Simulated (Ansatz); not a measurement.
**Where V_H puts its levels in the gap of MgH2 (Pbcn)**

Aim: at which Fermi levels does V_H in MgH2 (Pbcn) change its charge? The model is a cell of 96 host atoms with 1 H taken out.

Calculated with Ansatz 0.2.0; place-levels on PBEsol runs: charge-transition levels and formation energies with image-charge correction and potential alignment at the atomic sites.

## 1. Set-up

The cell holds 95 atoms: 32 Mg and 63 H. Its edges and angles: a = 8.952 Å, b = 10.787 Å, c = 9.789 Å, α = 90.0°, β = 90.0°, γ = 90.0°. It derives from MgH2 (space group Pbcn). Nearest the centre at fractional (0.635, 0.447, 0.539): Mg62 at 1.90 Å, Mg49 at 1.94 Å, Mg86 at 1.99 Å, H80 at 2.48 Å, H65 at 2.65 Å, H95 at 2.70 Å, H83 at 2.70 Å, H93 at 2.70 Å.

Screening for the image-charge correction: ε∞ = (4.23, 4.33, 4.34), ε0 = (11.82, 11.40, 11.83), from a response run on this crystal (DFPT, PBEsol) at that run's own cell.

The cell's shortest repeat is 9.0 Å.

## 2. Charge states

A transition level is the Fermi level at which two charge states cost the same, so each charge needs its own total energy, at its own relaxed structure.

Each atom starts 0.05 Å or so off its site in a random direction. Forces are taken at one point at (¼, ¼, ¼). The cell holds 1 electron more than the neutral one, with a uniform background that keeps it neutral on the whole.

The sampling was tested on the host first: at the k-points planned (1x1x1 shifted 0.25 0.25 0.25) its energy lies 0.000 eV an atom from the dense-mesh value, under the bound of 0.02 eV set for this test; that bounds the host's error, not the defect's.

One of the inputs; charge, spin and start change from state to state.

Contents of qm1.relax/input.yaml:

```yaml
crystal:
  lattice:
    - [8.95206302, 0.0, 0.0]
    - [0.0, 10.78733776, 0.0]
    - [0.0, 0.0, 9.78929049]
  atoms:
    - { symbol: Mg, position: [0.25, 0.41523406, 0.375] }
    - { symbol: Mg, position: [0.0, 0.33476594, 0.125] }
[... 4 atom lines left out ...]
    - { symbol: H, position: [0.38500207, 0.3030364, 0.46055013] }
[... 6 atom lines left out ...]
    - { symbol: Mg, position: [0.0, 0.33476594, 0.625] }
[... 2 atom lines left out ...]
    - { symbol: H, position: [0.36499793, 0.4469636, 0.71055013] }
[... 15 atom lines left out ...]
    - { symbol: H, position: [0.36499793, 0.5530364, 0.46055013] }
[... 15 atom lines left out ...]
    - { symbol: Mg, position: [0.75, 0.41523406, 0.375] }
[... 2 atom lines left out ...]
    - { symbol: Mg, position: [0.5, 0.16523406, 0.375] }
[... 1 atom line left out ...]
    - { symbol: H, position: [0.61499793, 0.3030364, 0.28944987] }
    - { symbol: H, position: [0.88500207, 0.3030364, 0.46055013] }
[... 5 atom lines left out ...]
    - { symbol: Mg, position: [0.75, 0.41523406, 0.875] }
    - { symbol: Mg, position: [0.5, 0.33476594, 0.625] }
[... 2 atom lines left out ...]
    - { symbol: H, position: [0.86499793, 0.4469636, 0.71055013] }
    - { symbol: H, position: [0.61499793, 0.3030364, 0.78944987] }
[... 2 atom lines left out ...]
    - { symbol: H, position: [0.61499793, 0.1969636, 0.53944987] }
[... 5 atom lines left out ...]
    - { symbol: Mg, position: [0.5, 0.66523406, 0.375] }
[... 4 atom lines left out ...]
    - { symbol: H, position: [0.86499793, 0.5530364, 0.46055013] }
[... 2 atom lines left out ...]
    - { symbol: H, position: [0.63500207, 0.5530364, 0.28944987] }
[... 2 atom lines left out ...]
    - { symbol: Mg, position: [0.75, 0.58476594, 0.625] }
[... 6 atom lines left out ...]
    - { symbol: H, position: [0.61499793, 0.6969636, 0.53944987] }
[... 1 atom line left out ...]
    - { symbol: H, position: [0.63500207, 0.5530364, 0.78944987] }
  host:
    repeats: [2, 2, 2]
    atoms:
      - { symbol: Mg, position: [0.5, 0.83046813, 0.75] }
      - { symbol: Mg, position: [0.0, 0.66953187, 0.25] }
      # ... 10 more atoms of the perfect host
total_charge: -1
basis:
  ecutwfc: 420
  xc_grid: 2
hamiltonian:
  xc: pbesol
kpoints:
  mp_grid: { grid: [1, 1, 1], shift: [0.25, 0.25, 0.25] }
scf:
  occupations: { method: fixed }
  max_iter: 80
output:
  forces: true
  charged_corrections:
    epsilon: [4.23, 4.33, 4.34]
    static_epsilon: [11.82, 11.4, 11.83]
    defect_position: [0.635002, 0.446964, 0.53945]
relax:
  f_tol: 0.02
  max_steps: 80
  random_displacement: { amplitude: 0.05, seed: 7940 }
checkpoint:
  write: "../qm1.relax.run"
  compress: false
  write_wavefunctions: true
  write_every: 100000
```

The run is started by

```
ansatz run input.yaml --threads 4 --pin off --max-ram 7536MiB --backend cpu --events-out ev --progress --plain --runs-dir out
```

Defect states can disperse in a cell of this size, so the energy is taken again at a 2×2×2 shifted mesh, on the relaxed structure.

The run of this state that the levels use, under PBEsol:

Contents of qm1.point/input.yaml:

```yaml
crystal:
  checkpoint: "../qm1.relax.run"
  host: checkpoint
total_charge: -1
basis:
  ecutwfc: 420
  xc_grid: 2
hamiltonian:
  xc: pbesol
kpoints:
  mp_grid: { grid: [2, 2, 2], shift: [0.5, 0.5, 0.5] }
scf:
  occupations: { method: fermi_dirac, width: 0.01 }
  max_iter: 80
output:
  forces: true
  eigenvalues: true
  charged_corrections:
    epsilon: [4.23, 4.33, 4.34]
    static_epsilon: [11.82, 11.4, 11.83]
    defect_position: [0.635002, 0.446964, 0.53945]
  eigenstates: { localisation: true }
  populations: true
  band_densities: [{ bands: [v1, v1] }, { bands: [c1, c1] }]
  write_density: true
  write_potential: true
  volumetric_format: npy
checkpoint:
  read: "../qm1.relax.run"
  write: "../qm1.point.run"
  compress: false
  write_wavefunctions: false
  write_every: 100000
```

Relaxations under PBEsol at one point at (¼, ¼, ¼); times on 4 threads of Arm Neoverse V1, shared host:

```csv
charge,moment (μB),occupations,outcome,steps,largest displacement against the far atoms (Å),time
−1,0,fixed,converged,5,0.30,48 s
0,1,fixed,converged,4,0.05,77 s
+1,0,fixed,converged,4,0.33,42 s
```

Single points under PBEsol at a 2×2×2 shifted mesh; times on 4 threads of Arm Neoverse V1, shared host:

```csv
charge,moment (μB),occupations,outcome,time
−1,0,fermi-dirac,converged,87 s
0,1,fermi-dirac,converged,2.7 min
+1,0,fermi-dirac,converged,72 s
```

Distances (Å) from the ideal centre to the nearest atoms after relaxation with PBEsol:

```csv
charge,moment (μB),1.,2.,3.,4.,5.,6.
−1,0,Mg 1.61,Mg 1.80,Mg 1.87,H 2.51,H 2.73,H 2.74
0,1,Mg 1.88,Mg 1.94,Mg 2.04,H 2.43,H 2.65,H 2.68
+1,0,Mg 2.23,Mg 2.24,Mg 2.24,H 2.36,H 2.50,H 2.60
```

## 3. Levels against the band edges, PBEsol

A charged cell interacts with its images and the background, and its potential has another zero than the host's. place-levels removes the first by a point-charge model, screened by the static dielectric constant since the ions have relaxed around the charge, and the second by comparing potentials at atoms far from the defect.

The host is a run of the defect-free crystal in the same cutoffs, grids and k-points, so that basis and sampling errors cancel in part in the differences. Its band edges come from a run of the primitive cell that searches the zone for them. The host is run in a cell of 24 atoms on a matching mesh. Chemical potentials are energies per atom of H (H2 molecule), run with the same functional and cutoff.

Contents of levels.point.yaml:

```yaml
host:
  run: host.point.run
  levels_from: { run: edges.point.run }
states: [qm1.point.run, q0_M1.point.run, qp1.point.run]
geometry_from:
  qm1.point.run: qm1.relax.run
  q0_M1.point.run: q0_M1.relax.run
  qp1.point.run: qp1.relax.run
  host.point.run: host.relax.run
chemical_potentials:
  H:
    energy: -15.609288
    dataset: "<sha256 of the dataset>"
epsilon: [4.23, 4.33, 4.34]
static_epsilon: [11.82, 11.4, 11.83]
vertical:
  - { from: qm1.point.run, to: qm1.point_neutral.run }
  - { from: qp1.point.run, to: qp1.point_neutral.run }
```

The run is started by

```
ansatz place-levels levels.point.yaml -- --threads 4 --pin off --max-ram 7536MiB
```

Numbers of over 12 decimals in the logs are rounded to 6 here.

The program printed:

```text
[... repeated set-up lines and file paths are left out, and long positions are rounded to six places ...]
(+1/0) 2.265 eV above the valence edge, 1.135 eV under the conduction edge
(0/-1) 2.694 eV above the valence edge, 0.706 eV under the conduction edge
formation energy of charge +1: -0.923 eV with the Fermi level at the valence edge
formation energy of charge 0: +1.342 eV with the Fermi level at the valence edge
formation energy of charge -1: +4.036 eV with the Fermi level at the valence edge
vertical -1 to 0: no energy, since no alignment is typed
  the change from vertical[0].from (qm1.point.run) to vertical[0].to (qm1.point_neutral.run): by its potential at epsilon [4.23, 4.33, 4.34] it stands at 0.644 0.447 0.528, with an rms radius of about 2.0 Å (1.2 1.2 1.2 Å across the planes of the cell's [...]
vertical +1 to 0: no energy, since no alignment is typed
  the change from vertical[1].from (qp1.point.run) to vertical[1].to (qp1.point_neutral.run): by its potential at epsilon [4.23, 4.33, 4.34] it stands at 0.638 0.440 0.526, with an rms radius of about 2.2 Å (1.3 1.3 1.2 Å across the planes of the cell's [...]
  edges by pbesol of host.levels_from (edges.point.run), its mesh sampled to repeats of 26.86 Å (the valence edge +0.253 eV and the conduction edge -0.394 eV from those of the host's own run), gap 3.400 eV; the host is sampled to repeats of 26.53 Å
  the defect's cells are sampled to repeats of 26.53 Å, like sampling
  charge +1: -62192.4647 eV with its correction of +0.158 eV, at epsilon [11.82, 11.4, 11.83], aligned at sites: -0.0185 eV, mean over 62 atomic sites at or beyond 4.48 Å from the defect at [0.6350, 0.4470, 0.5395], with +0.000000 for the charge's moments and [...]
  charge 0: +0.000 eV for its dipole among its images, +0.000 omitted
  charge -1: -62182.8421 eV with its correction of +0.176 eV, at epsilon [11.82, 11.4, 11.83], aligned at sites: -0.0002 eV, mean over 62 atomic sites at or beyond 4.48 Å from the defect at [0.6350, 0.4470, 0.5395], with +0.000000 for the charge's moments and [...]
  of states[2] (qp1.point.run): its displacements don't fall off away from the defect: farther atoms stand 0.028 Å off the host's places. [...]
  of states[1] (q0_M1.point.run): stability_check_not_made
  of vertical[1].from (qp1.point.run): its displacements don't fall off away from the defect: farther atoms stand 0.028 Å off the host's places. [...]
  of vertical[1].to (qp1.point_neutral.run): its displacements don't fall off away from the defect: farther atoms stand 0.028 Å off the host's places. [...]
```

Elapsed: 0.4 s, on 4 threads of Arm Neoverse V1, shared host.

Levels between the charges placed, in eV above the valence top:

```csv
,gap (eV),(+1/0),(0/−1)
PBEsol,3.40,2.27,2.69
```

Corrections by state:

```csv
charge,moment (μB),image terms and alignment (eV),band filling (eV),ε used,"over the lowest of its charge, as the program ranks them, band filling apart (eV)"
+1,0.0,0.158,-,"principal values (11.40, 11.82, 11.83)",0.000
0,1.0,0.000,-,-,0.000
−1,0.0,0.176,-,"principal values (11.40, 11.82, 11.83)",0.000
```

The charged structures listed were also run neutral, and place-levels reads from each pair, by the potential or the spins, how wide the charge is by which they differ; that can be the carrier of either run.

```csv
charge,rms radius (Å),spread where it is widest against the cell (Å),wide from (Å),reading
+1,2.2,1.27,1.55,narrow
−1,2.0,1.16,1.55,narrow
```

The neutral runs of these pairs need not share the spin of the lowest neutral state, and very wide values only mean spread over the cell.

From the program's caveats on the states, each cut to its opening words:

- charge +1: its displacements don't fall off away from the defect: farther atoms stand 0.028 Å off the host's places
- charge 0 (1 μB): flagged: stability check not made

The host's formation energy from the elements is -0.209 eV per atom; it sets how far the chemical potentials can move.

Limit set by the element alone; other compounds of these elements are not counted. Chemical potentials from the elements' reference states: H 0.00 eV, Mg -0.63 eV. Formation energy by charge state (H-rich; gap 3.40 eV):

```csv
charge,at valence top (eV),at conduction bottom (eV),correction included (eV)
+1,-0.92,2.48,0.16
0,1.34,1.34,0.00
−1,4.04,0.64,0.18
```

| Fermi level (eV) | lowest formation energy (eV) |
| --- | --- |
| 0.00 | -0.92 |
| 0.31 | -0.61 |
| 0.62 | -0.31 |
| 0.93 | 0.00 |
| 1.24 | 0.31 |
| 1.54 | 0.62 |
| 1.86 | 0.93 |
| 2.16 | 1.24 |
| 2.47 | 1.34 |
| 2.78 | 1.25 |
| 3.09 | 0.94 |
| 3.40 | 0.64 |

Limit set by the element alone; other compounds of these elements are not counted. Chemical potentials from the elements' reference states: Mg 0.00 eV, H -0.31 eV. Formation energy by charge state (Mg-rich; gap 3.40 eV):

```csv
charge,at valence top (eV),at conduction bottom (eV),correction included (eV)
+1,-1.24,2.16,0.16
0,1.03,1.03,0.00
−1,3.72,0.32,0.18
```

```tsv
Fermi level (eV)	lowest formation energy (eV)
0.00	-1.24
0.31	-0.93
0.62	-0.62
0.93	-0.31
1.24	0.00
1.54	0.31
1.86	0.62
2.16	0.93
2.47	1.03
2.78	0.94
3.09	0.63
3.40	0.32
```

## 4. The same at the relaxations' own k-points

The relaxations' own energies give the levels at their sampling, for comparison.

Contents of levels.relax_mesh.yaml:

```yaml
host:
  run: host.relax.run
  levels_from: { run: edges.relax.run }
states: [qm1.relax.run, q0_M1.relax.run, qp1.relax.run]
chemical_potentials:
  H:
    energy: -15.609288
    dataset: "<sha256 of the dataset>"
```

The run is started by

```
ansatz place-levels levels.relax_mesh.yaml -- --threads 4 --pin off --max-ram 7536MiB
```

The program printed:

```text
(+1/0) 2.271 eV above the valence edge, 1.130 eV under the conduction edge
(0/-1) 2.704 eV above the valence edge, 0.696 eV under the conduction edge
formation energy of charge +1: -0.926 eV with the Fermi level at the valence edge
formation energy of charge 0: +1.345 eV with the Fermi level at the valence edge
formation energy of charge -1: +4.049 eV with the Fermi level at the valence edge
  edges by pbesol of host.levels_from (edges.relax.run), its mesh sampled to repeats of 26.86 Å (the valence edge +0.253 eV and the conduction edge -0.394 eV from those of the host's own run), gap 3.400 eV; the host is sampled to repeats of 13.27 Å
[... the lines on each state left out ...]
```

Wall time 0.16 s (4 threads).

Levels between neighbouring charges, in eV above the valence top:

```csv
,gap (eV),(+1/0),(0/−1)
"one point at (¼, ¼, ¼)",3.40,2.27,2.70
a 2×2×2 shifted mesh,3.40,2.27,2.69
```

Going from one point at (¼, ¼, ¼) to a 2×2×2 shifted mesh moves the levels that carry no band-filling term by up to 0.01 eV and formation energies against the elements by up to 0.01 eV.

## 5. Another choice

In this try the input is made faulty on purpose, to show what that does.

A choice is tested by changing it alone.

levels.try0.yaml is levels.point.yaml with these lines changed:

```diff
-static_epsilon: [11.82, 11.4, 11.83]
+static_epsilon: [4.23, 4.33, 4.34]
```

The run is started by

```
ansatz place-levels levels.try0.yaml -- --threads 4 --pin off --max-ram 7536MiB
```

The program printed:

```text
(+1/0) 2.060 eV above the valence edge, 1.341 eV under the conduction edge
(0/-1) 2.900 eV above the valence edge, 0.500 eV under the conduction edge
formation energy of charge +1: -0.717 eV with the Fermi level at the valence edge
formation energy of charge 0: +1.342 eV with the Fermi level at the valence edge
formation energy of charge -1: +4.242 eV with the Fermi level at the valence edge
vertical -1 to 0: no energy, since no alignment is typed
vertical +1 to 0: no energy, since no alignment is typed
[...]
[... the lines on each state left out ...]
```

The change: the electronic dielectric constant for relaxed ions.

Levels in eV above the valence top; the changed ones are not the defect's:

```csv
,gap (eV),(+1/0),(0/−1)
changed,3.40,2.06,2.90
as set up,3.40,2.27,2.69
```

The largest shift is 0.21 eV.

## 6. What a wrong or other choice does

A choice is tested by changing it alone.

levels.try1.yaml is levels.point.yaml with these lines changed:

```diff
-epsilon: [4.23, 4.33, 4.34]
-static_epsilon: [11.82, 11.4, 11.83]
+epsilon: 500.0
+static_epsilon: 500.0
```

The run is started by

```
ansatz place-levels levels.try1.yaml -- --threads 4 --pin off --max-ram 7536MiB
```

The program printed:

```text
(+1/0) 2.381 eV above the valence edge, 1.019 eV under the conduction edge
(0/-1) 2.579 eV above the valence edge, 0.822 eV under the conduction edge
formation energy of charge +1: -1.039 eV with the Fermi level at the valence edge
formation energy of charge 0: +1.342 eV with the Fermi level at the valence edge
formation energy of charge -1: +3.921 eV with the Fermi level at the valence edge
vertical -1 to 0: no energy, since no alignment is typed
vertical +1 to 0: no energy, since no alignment is typed
[...]
[... the lines on each state left out ...]
```

The change: a very large dielectric constant, which removes the point-charge term and changes the alignment.

Levels in eV above the valence top; the changed ones are not the defect's:

```csv
,gap (eV),(+1/0),(0/−1)
changed,3.40,2.38,2.58
as set up,3.40,2.27,2.69
```

The largest shift is 0.12 eV.

## 7. Results

* gap of the host: 3.40 eV (PBEsol)
* level (plus 1/0): 2.27 eV above the valence top
* level (0/minus 1): 2.69 eV above the valence top
* lowest of the charges placed, just above the valence top (0.02 eV): +1
* lowest of the charges placed, just below the conduction bottom (0.02 eV): −1
* lowest formation energy at mid-gap of the charges run, H-rich: 0.78 eV
* lowest formation energy at mid-gap of the charges run, Mg-rich: 0.46 eV

**Reading.** Of the charges placed (−1, 0 and +1), the lowest changes at 2.27 eV (+1/0) and 2.69 eV (0/−1) above the valence top, in a gap of 3.40 eV. Charges above +1 and below −1 were not placed, so these runs say nothing of levels that involve them. States placed: +1 at 0 μB; 0 at 1 μB; −1 at 0 μB. Other spin states or structures, where not listed, weren't placed. Going from one point at (¼, ¼, ¼) to a 2×2×2 shifted mesh moves the levels that carry no band-filling term by up to 0.01 eV and formation energies against the elements by up to 0.01 eV. Limits: the images are only 9.0 Å apart; PBEsol makes the gap too small and tends to spread out bound carriers.

[Logs are printed without paths, hosts, clocks, repeated set-up lines and the standing remarks that a program may print on its own settings, such as how far it seeks lower states.]

[Hosts, paths, dates, database ids (printed as entryN), source tags and the programs' standing remarks are cut or masked in the printed files.]

[Where a table of states has a column of steps, it counts the stored structures, which are thinned; the runs took as many ionic steps or more.]

[A defect's name tells the site on which it was built; relaxed atoms can leave that site.]

[For some hosts the program warned that the k-mesh of the response run may be too coarse for force constants and the static dielectric constant; such warnings are not shown here.]
